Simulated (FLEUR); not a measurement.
# Fe2O3 (Hematite): which magnetic order is lowest, part 2 of 3

Aim: find out whether Fe2O3 (Hematite) carries moments, and which collinear order costs least.

FLEUR MaX-R8.1; PBE with U = 4.5 eV on Fe d; all-electron FLAPW, Dirac cores, scalar-relativistic bands.

So far, largest spin moment in the muffin-tin sphere (μB): step 2 (run 1 (ferro ++++)) 4.32.

## Step 3: Start 2: antiferro ++--

Reversing part of the moments tests the sign of the couplings between them.

Contents of inp.xml:

```
<?xml version="1.0" encoding="UTF-8" standalone="no"?>
<fleurInput fleurInputVersion="0.39">
   <comment>
      Fe2O3
   </comment>
   <calculationSetup>
      <cutoffs Kmax="4.4" Gmax="13.2" GmaxXC="13.2" numbands="0"/>
      <scfLoop itmax="120" minDistance="0.0001" maxIterBroyd="15" imix="Anderson" alpha="0.05" precondParam="0.0" spinf="2.0" sdNocoIR="T"/>
      <coreElectrons ctail="T" frcor="F" kcrel="0" coretail_lmax="0"/>
      <xcFunctional name="pbe" relativisticCorrections="F"/>
      <magnetism jspins="2"/>
      <soc l_soc="F" theta="0.0" phi="0.0" spav="F"/>
      <expertModes spex="0" secvar="F"/>
      <geometryOptimization l_f="F" forcealpha="1.0" forcemix="BFGS" epsdisp="0.00001" epsforce="0.00001"/>
      <ldaU l_linMix="F" mixParam="0.05" spinf="1.0"/>
   </calculationSetup>
   <cell>
      <bzIntegration valenceElectrons="100.0" mode="hist" fermiSmearingEnergy="0.00183747">
         <kPointListSelection listName="default-1"/>
         <xi:include xmlns:xi="http://www.w3.org/2001/XInclude" href="kpts.xml"> </xi:include>
      </bzIntegration>
      <xi:include xmlns:xi="http://www.w3.org/2001/XInclude" href="sym.xml"> </xi:include>
      <bulkLattice scale="1.0">
         <bravaisMatrix>
            <row-1>    4.7602201078862976     2.7483143606816314     8.6751027293933891</row-1>
            <row-2>   -4.7602201078862976     2.7483143606816314     8.6751027293933891</row-2>
            <row-3>    0.0000000000000000    -5.4966287213821596     8.6751027293933891</row-3>
         </bravaisMatrix>
      </bulkLattice>
   </cell>
   <atomSpecies>
      <species name="Iron (Fe) 4.000" element="Fe" atomicNumber="26">
         <mtSphere radius="2.29" gridPoints="757" logIncrement="0.016"/>
         <atomicCutoffs lmax="8" lnonsphr="6"/>
         <electronConfig flipSpins="F">
            <coreConfig>(1s1/2) (2s1/2) (2p1/2) (2p3/2)</coreConfig>
            <valenceConfig>(3s1/2) (3p1/2) (3p3/2) (4s1/2) (3d3/2) (3d5/2)</valenceConfig>
            <stateOccupation state="(3d3/2)" spinUp="2.0" spinDown="0.4"/>
            <stateOccupation state="(3d5/2)" spinUp="3.0" spinDown="0.6"/>
         </electronConfig>
         <energyParameters s="4" p="4" d="3" f="4"/>
         <ldaU l="2" U="4.5" J="0.0" l_amf="F"/>
         <lo type="SCLO" l="0" n="3" eDeriv="0"/>
         <lo type="SCLO" l="1" n="3" eDeriv="0"/>
      </species>
      <species name="Iron (Fe) -4.000" element="Fe" atomicNumber="26">
         <mtSphere radius="2.29" gridPoints="757" logIncrement="0.016"/>
         <atomicCutoffs lmax="8" lnonsphr="6"/>
         <electronConfig flipSpins="F">
            <coreConfig>(1s1/2) (2s1/2) (2p1/2) (2p3/2)</coreConfig>
            <valenceConfig>(3s1/2) (3p1/2) (3p3/2) (4s1/2) (3d3/2) (3d5/2)</valenceConfig>
            <stateOccupation state="(3d3/2)" spinUp="0.4" spinDown="2.0"/>
            <stateOccupation state="(3d5/2)" spinUp="0.6" spinDown="3.0"/>
         </electronConfig>
         <energyParameters s="4" p="4" d="3" f="4"/>
         <ldaU l="2" U="4.5" J="0.0" l_amf="F"/>
         <lo type="SCLO" l="0" n="3" eDeriv="0"/>
         <lo type="SCLO" l="1" n="3" eDeriv="0"/>
      </species>
      <species name="Oxygen (O)" element="O" atomicNumber="8">
         <mtSphere radius="1.29" gridPoints="427" logIncrement="0.024"/>
         <atomicCutoffs lmax="6" lnonsphr="4"/>
         <electronConfig flipSpins="F">
            <coreConfig>(1s1/2)</coreConfig>
            <valenceConfig>(2s1/2) (2p1/2) (2p3/2)</valenceConfig>
            <stateOccupation state="(2p1/2)" spinUp="0.666667" spinDown="0.666667"/>
            <stateOccupation state="(2p3/2)" spinUp="1.333333" spinDown="1.333333"/>
         </electronConfig>
         <energyParameters s="2" p="2" d="3" f="4"/>
      </species>
   </atomSpecies>
   <atomGroups>
      <atomGroup species="Iron (Fe) 4.000">
         <relPos label="                   1">.3553000000 .3553000000 .3553000000</relPos>
         <relPos label="                   2">.1447000000 .1447000000 .1447000000</relPos>
         <force calculate="T" relaxXYZ="TTT"/>
      </atomGroup>
      <atomGroup species="Iron (Fe) -4.000">
         <relPos label="                   3">-.3553000000 -.3553000000 -.3553000000</relPos>
         <relPos label="                   4">-.1447000000 -.1447000000 -.1447000000</relPos>
         <force calculate="T" relaxXYZ="TTT"/>
      </atomGroup>
      <atomGroup species="Oxygen (O)">
         <relPos label="                   5">-.4441000000 -.0559000000 1.000/4.000</relPos>
         <relPos label="                   6">1.000/4.000 -.4441000000 -.0559000000</relPos>
         <relPos label="                   7">-.0559000000 1.000/4.000 -.4441000000</relPos>
         <force calculate="T" relaxXYZ="TTT"/>
      </atomGroup>
      <atomGroup species="Oxygen (O)">
         <relPos label="                   8">.4441000000 .0559000000 -1.000/4.000</relPos>
         <relPos label="                   9">-1.000/4.000 .4441000000 .0559000000</relPos>
         <relPos label="                  10">.0559000000 -1.000/4.000 .4441000000</relPos>
         <force calculate="T" relaxXYZ="TTT"/>
      </atomGroup>
   </atomGroups>
   <output dos="F" band="F" slice="F">
      <bandDOS minEnergy="-.5*Htr" maxEnergy="0.5*Htr" sigma="0.015" storeEVData="T"/>
      <plotting iplot="0" polar="F">
         <plot TwoD="T" vec1="  1.0  0.0  0.0" vec2="  0.0  1.0  0.0" vec3="  0.0  0.0  1.0" zero="  0.0  0.0  0.0" file="plot"/>
      </plotting>
      <moessbauerParams electricFieldGradient="F" isomerShift="F" coreHyperfine="F" valenceHyperfine="F"/>
   </output>
</fleurInput>
```

Contents of crystal.txt:

```
Fe2O3
&input film=F cartesian=F /
2.51900000001  1.45434532809  4.59066666670
-2.51900000001  1.45434532809  4.59066666670
0.00000000000  -2.90869065619  4.59066666670
1.8897261246
1.0 1.0 1.0

10
26 0.35530000000  0.35530000000  0.35530000000 : 4.000
26 0.14470000000  0.14470000000  0.14470000000 : 4.000
26 0.64470000000  0.64470000000  0.64470000000 : -4.000
26 0.85530000000  0.85530000000  0.85530000000 : -4.000
8 0.55590000000  0.94410000000  0.25000000000
8 0.25000000000  0.55590000000  0.94410000000
8 0.94410000000  0.25000000000  0.55590000000
8 0.44410000000  0.05590000000  0.75000000000
8 0.75000000000  0.44410000000  0.05590000000
8 0.05590000000  0.75000000000  0.44410000000

&kpt div1=6 div2=6 div3=6 gamma=T /
```

Run with:

```sh
$ OMP_NUM_THREADS=1 inpgen -f crystal.txt > inpgen.log  # inp.xml is then edited as shown
$ OMP_NUM_THREADS=1 mpirun -n 4 fleur_MPI > fleur.log
```

What it wrote:

```text
[banner, memory and clock lines left out]
Welcome to FLEUR        (www.flapw.de)
      MaX-Release 8.1          (www.max-centre.eu)

 ========== k-point set info ==========
 Selected k-point list: default-1
 k-point list type: mesh
 6 x 6 x 6
 Number of k points: 32

 ------------Calculation Setup---------------------------
 Number of PE/node        :            4
 Number of OMP-threads    :            1
 k-points in parallel     :            4
 pe's per k-point         :            1
 No of k-point loops      :            8
 Eigenvalue solver        :       lapack
 Number of basis functions:         1056
 Approximate size of matrices (H+S) per k-point:         0.033 GB
 no density matrix found ... skipping LDA+U
 Reset of history
 Iteration:     1   Distance:      31.44728856 me/bohr^3
 Iteration:     2   Distance:      28.03075299 me/bohr^3
 Iteration:     3   Distance:      23.49890962 me/bohr^3
 Iteration:     4   Distance:      12.52110489 me/bohr^3
 Iteration:     5   Distance:      15.19244433 me/bohr^3
 Iteration:     6   Distance:       3.47934666 me/bohr^3
 Iteration:     7   Distance:       2.66708993 me/bohr^3
 Iteration:     8   Distance:       1.45409219 me/bohr^3
 Iteration:     9   Distance:       0.36701039 me/bohr^3
 Iteration:    10   Distance:       0.23724378 me/bohr^3
 Iteration:    11   Distance:       0.06350858 me/bohr^3
 Iteration:    12   Distance:       0.03590090 me/bohr^3
 Iteration:    13   Distance:       0.01571802 me/bohr^3
 Iteration:    14   Distance:       0.01051794 me/bohr^3
 Iteration:    15   Distance:       0.00314125 me/bohr^3
 Iteration:    16   Distance:       0.00144156 me/bohr^3
 Iteration:    17   Distance:       0.00135824 me/bohr^3
 Iteration:    18   Distance:       0.00086383 me/bohr^3
 Iteration:    19   Distance:       0.00025415 me/bohr^3
 Iteration:    20   Distance:       0.00014999 me/bohr^3
 Iteration:    21   Distance:       0.00005939 me/bohr^3

 ********************************************************************
 Run finished successfully
 Stop message:
   all done
 ********************************************************************

--- out.xml (last complete iteration) ---
<iteration numberForCurrentRun="   21" overallNumber="   21">
         [... left out ...]
         <bandgap value="1.9924543476" units="eV"/>
         <sumValenceSingleParticleEnergies value="-65.6088031537" units="Htr"/>
         <FermiEnergy value="0.2503914708" units="Htr"/>
         <valenceDensity>
            <mtCharges spin="1">
               <mtCharge atomType="1" total="9.3550196" s="1.1669959" p="3.2130501" d="4.9145946" f="0.0433084"/>
               <mtCharge atomType="2" total="5.1498179" s="1.1494528" p="3.1922464" d="0.7461976" f="0.0443979"/>
               <mtCharge atomType="3" total="2.0097107" s="0.6347834" p="1.3733215" d="0.0014072" f="0.0001657"/>
               <mtCharge atomType="4" total="2.0709260" s="0.6376195" p="1.4309106" d="0.0020891" f="0.0002551"/>
            </mtCharges>
            <mtCharges spin="2">
               <mtCharge atomType="1" total="5.1498184" s="1.1494528" p="3.1922464" d="0.7461981" f="0.0443979"/>
               <mtCharge atomType="2" total="9.3550195" s="1.1669959" p="3.2130501" d="4.9145945" f="0.0433084"/>
               <mtCharge atomType="3" total="2.0709261" s="0.6376195" p="1.4309107" d="0.0020891" f="0.0002551"/>
               <mtCharge atomType="4" total="2.0097106" s="0.6347834" p="1.3733214" d="0.0014072" f="0.0001657"/>
            </mtCharges>
            <spinDependentCharge spin="1" total="50.0000000" interstitial="8.7484147" mtSpheres="41.2515853"/>
            <spinDependentCharge spin="2" total="50.0000000" interstitial="8.7484142" mtSpheres="41.2515858"/>
            <totalCharge value="100.0000000000"/>
         </valenceDensity>
         [... left out ...]
         <magneticMomentsInMTSpheres units="muBohr">
            <globalMagMoment atomType="1" vec="0.00000   0.00000   4.20520"/>
            <localMagMoment atomType="1" vec="0.00000   0.00000   4.20520"/>
            <globalMagMoment atomType="2" vec="0.00000   0.00000  -4.20520"/>
            <localMagMoment atomType="2" vec="0.00000   0.00000  -4.20520"/>
            <globalMagMoment atomType="3" vec="0.00000   0.00000  -0.06122"/>
            <localMagMoment atomType="3" vec="0.00000   0.00000  -0.06122"/>
            <globalMagMoment atomType="4" vec="0.00000   0.00000   0.06122"/>
            <localMagMoment atomType="4" vec="0.00000   0.00000   0.06122"/>
         </magneticMomentsInMTSpheres>
         [... left out ...]
         <totalEnergy value="    -5542.3559977005" units="Htr">
            <sumOfEigenvalues value="    -3181.6655455035">
               <coreElectrons value="-3116.0567423498"/>
               <valenceElectrons value="-65.6088031537"/>
            </sumOfEigenvalues>
            <densityCoulombPotentialIntegral value="-8435.0000320770"/>
            <densityEffectivePotentialIntegral value="-8791.5484403282"/>
            <chargeDenXCDenIntegral value="-275.1302183573"/>
            <FockExchangeEnergyValence value="0.0000000000"/>
            <FockExchangeEnergyCore value="0.0000000000"/>
         [... left out ...]
            <dftUCorrection value="-1.6478149946"/>
            <tkbTimesEntropy value="0.0000000000"/>
            <freeEnergy value="-5542.3559977005"/>
            <extrapolationTo0K value="-5542.3559977005"/>
         </totalEnergy>
         [... left out ...]
         <ldaUDensityMatrixConvergence>
            <distance spin="1" distance="0.000002"/>
            <distance spin="2" distance="0.000001"/>
         </ldaUDensityMatrixConvergence>
         <densityConvergence units="me/bohr^3">
            <chargeDensity spin="1" distance="0.0000403926"/>
            <chargeDensity spin="2" distance="0.0000326022"/>
            <overallChargeDensity distance="0.0000593921"/>
            <spinDensity distance="0.0000431451"/>
         </densityConvergence>
      </iteration>
```

It took 6.1 min on 4 MPI ranks of Arm Neoverse V2, shared host; peak memory 0.56 GiB.

Spin moment in the muffin-tin sphere by atom:

```
atom  spin moment in the muffin-tin sphere (μB)
 Fe1                                       4.21
 Fe2                                       4.21
 Fe3                                      -4.21
 Fe4                                      -4.21
  O5                                      -0.06
  O6                                      -0.06
  O7                                      -0.06
  O8                                       0.06
  O9                                       0.06
 O10                                       0.06
```

Numbers from this step:

- free energy: -150815.1898 eV
- program's band gap on this mesh (in a metal only a level spacing): 1.992 eV
- magnetization: 0 μB
- final state: antiferromagnetic

It lies 183 meV a seeded atom under the first start, and its largest moment is 4.21 μB against 4.32 μB.

## Step 4: Order 3, typed as antiferro +-+-

Another pattern of signs weighs the neighbour shells otherwise.

inp.xml: that of step 3 with these lines changed.

```diff
@@ -74,3 +74,3 @@
          <relPos label="                   1">.3553000000 .3553000000 .3553000000</relPos>
-         <relPos label="                   2">.1447000000 .1447000000 .1447000000</relPos>
+         <relPos label="                   3">-.3553000000 -.3553000000 -.3553000000</relPos>
          <force calculate="T" relaxXYZ="TTT"/>
@@ -78,3 +78,3 @@
       <atomGroup species="Iron (Fe) -4.000">
-         <relPos label="                   3">-.3553000000 -.3553000000 -.3553000000</relPos>
+         <relPos label="                   2">.1447000000 .1447000000 .1447000000</relPos>
          <relPos label="                   4">-.1447000000 -.1447000000 -.1447000000</relPos>
@@ -86,5 +86,2 @@
          <relPos label="                   7">-.0559000000 1.000/4.000 -.4441000000</relPos>
-         <force calculate="T" relaxXYZ="TTT"/>
-      </atomGroup>
-      <atomGroup species="Oxygen (O)">
          <relPos label="                   8">.4441000000 .0559000000 -1.000/4.000</relPos>
```

crystal.txt: that of step 3 with these lines changed.

```diff
@@ -10,4 +10,4 @@
 26 0.35530000000  0.35530000000  0.35530000000 : 4.000
-26 0.14470000000  0.14470000000  0.14470000000 : 4.000
-26 0.64470000000  0.64470000000  0.64470000000 : -4.000
+26 0.14470000000  0.14470000000  0.14470000000 : -4.000
+26 0.64470000000  0.64470000000  0.64470000000 : 4.000
 26 0.85530000000  0.85530000000  0.85530000000 : -4.000
```

What it wrote:

```text
[banner, memory and clock lines left out]
Welcome to FLEUR        (www.flapw.de)
      MaX-Release 8.1          (www.max-centre.eu)

 ========== k-point set info ==========
 Selected k-point list: default-1
 k-point list type: mesh
 6 x 6 x 6
 Number of k points: 40

 [... set-up left out ...]
 no density matrix found ... skipping LDA+U
 Reset of history
 Iteration:     1   Distance:      30.91067891 me/bohr^3
 Iteration:     2   Distance:      27.84294300 me/bohr^3
 Iteration:     3   Distance:      23.29457734 me/bohr^3
 Iteration:     4   Distance:      11.58974803 me/bohr^3
[...]
[... left out ...]
            <freeEnergy value="-5542.3720733352"/>
            <extrapolationTo0K value="-5542.3720733352"/>
         </totalEnergy>
         [... left out ...]
         <ldaUDensityMatrixConvergence>
            <distance spin="1" distance="0.000002"/>
            <distance spin="2" distance="0.000002"/>
         </ldaUDensityMatrixConvergence>
         <densityConvergence units="me/bohr^3">
            <chargeDensity spin="1" distance="0.0000499983"/>
            <chargeDensity spin="2" distance="0.0000479278"/>
            <overallChargeDensity distance="0.0000720503"/>
            <spinDensity distance="0.0000663518"/>
         </densityConvergence>
      </iteration>
```

The job ended after 3.4 min (4 MPI ranks; peak memory 0.52 GiB; 14 min of CPU time).

Spin moment in the muffin-tin sphere by atom:

```
atom  spin moment in the muffin-tin sphere (μB)
 Fe1                                       4.16
 Fe2                                      -4.16
 Fe3                                       4.16
 Fe4                                      -4.16
  O5                                       0.00
  O6                                       0.00
  O7                                       0.00
  O8                                       0.00
  O9                                       0.00
 O10                                       0.00
```

Read from the output:

* free energy: -150815.6272 eV
* program's band gap on this mesh (in a metal only a level spacing): 2.382 eV
* magnetization: 0 μB
* final state: antiferromagnetic

It lies 292 meV a seeded atom under the first start, and its largest moment is 4.16 μB against 4.32 μB.

## Step 5: Order 4, typed as antiferro +--+

Reversing part of the moments tests the sign of the couplings between them.

inp.xml: that of step 4 with these lines changed.

```diff
@@ -74,3 +74,3 @@
          <relPos label="                   1">.3553000000 .3553000000 .3553000000</relPos>
-         <relPos label="                   3">-.3553000000 -.3553000000 -.3553000000</relPos>
+         <relPos label="                   4">-.1447000000 -.1447000000 -.1447000000</relPos>
          <force calculate="T" relaxXYZ="TTT"/>
@@ -79,3 +79,3 @@
          <relPos label="                   2">.1447000000 .1447000000 .1447000000</relPos>
-         <relPos label="                   4">-.1447000000 -.1447000000 -.1447000000</relPos>
+         <relPos label="                   3">-.3553000000 -.3553000000 -.3553000000</relPos>
          <force calculate="T" relaxXYZ="TTT"/>
```

crystal.txt: that of step 4 with these lines changed.

```diff
@@ -11,4 +11,4 @@
 26 0.14470000000  0.14470000000  0.14470000000 : -4.000
-26 0.64470000000  0.64470000000  0.64470000000 : 4.000
-26 0.85530000000  0.85530000000  0.85530000000 : -4.000
+26 0.64470000000  0.64470000000  0.64470000000 : -4.000
+26 0.85530000000  0.85530000000  0.85530000000 : 4.000
 8 0.55590000000  0.94410000000  0.25000000000
```

What it wrote:

```text
[banner, memory and clock lines left out]
Welcome to FLEUR        (www.flapw.de)
      MaX-Release 8.1          (www.max-centre.eu)

 ========== k-point set info ==========
 Selected k-point list: default-1
 k-point list type: mesh
 6 x 6 x 6
 Number of k points: 32

 [... set-up left out ...]
 no density matrix found ... skipping LDA+U
 Reset of history
 Iteration:     1   Distance:      31.59892081 me/bohr^3
 Iteration:     2   Distance:      28.12066837 me/bohr^3
 Iteration:     3   Distance:      23.57252816 me/bohr^3
 Iteration:     4   Distance:      12.34444296 me/bohr^3
[...]
[... left out ...]
            <freeEnergy value="-5542.3508410889"/>
            <extrapolationTo0K value="-5542.3508410889"/>
         </totalEnergy>
         [... left out ...]
         <ldaUDensityMatrixConvergence>
            <distance spin="1" distance="0.000001"/>
            <distance spin="2" distance="0.000001"/>
         </ldaUDensityMatrixConvergence>
         <densityConvergence units="me/bohr^3">
            <chargeDensity spin="1" distance="0.0000461616"/>
            <chargeDensity spin="2" distance="0.0000461616"/>
            <overallChargeDensity distance="0.0000871275"/>
            <spinDensity distance="0.0000305349"/>
         </densityConvergence>
      </iteration>
```

Wall time 5.9 min (4 MPI ranks); peak memory 0.58 GiB.

Read from the output:

```
free energy                                                       : -150815.0494 eV
program's band gap on this mesh (in a metal only a level spacing) : 2.038 eV
magnetization                                                     : 0 μB
final state                                                       : antiferromagnetic
largest moment                                                    : 4.221 μB
```

It lies 148 meV a seeded atom under the first start, and its largest moment is 4.22 μB against 4.32 μB.

(Part 2 of 3 ends here.)

[Logs and program files are shortened in this print: banners, set-up blocks, solver, clock and traceback lines can be left out without a mark of their own.]

[Logs are printed without paths, hosts, clocks, repeated set-up lines and the standing remarks that a program may print on its own settings, such as how far it seeks lower states.]

[Hosts, paths, dates, database ids (printed as entryN), source tags and the programs' standing remarks are cut or masked in the printed files.]

[Where a cell is said to come from a database of computed structures, the database is the Materials Project.]
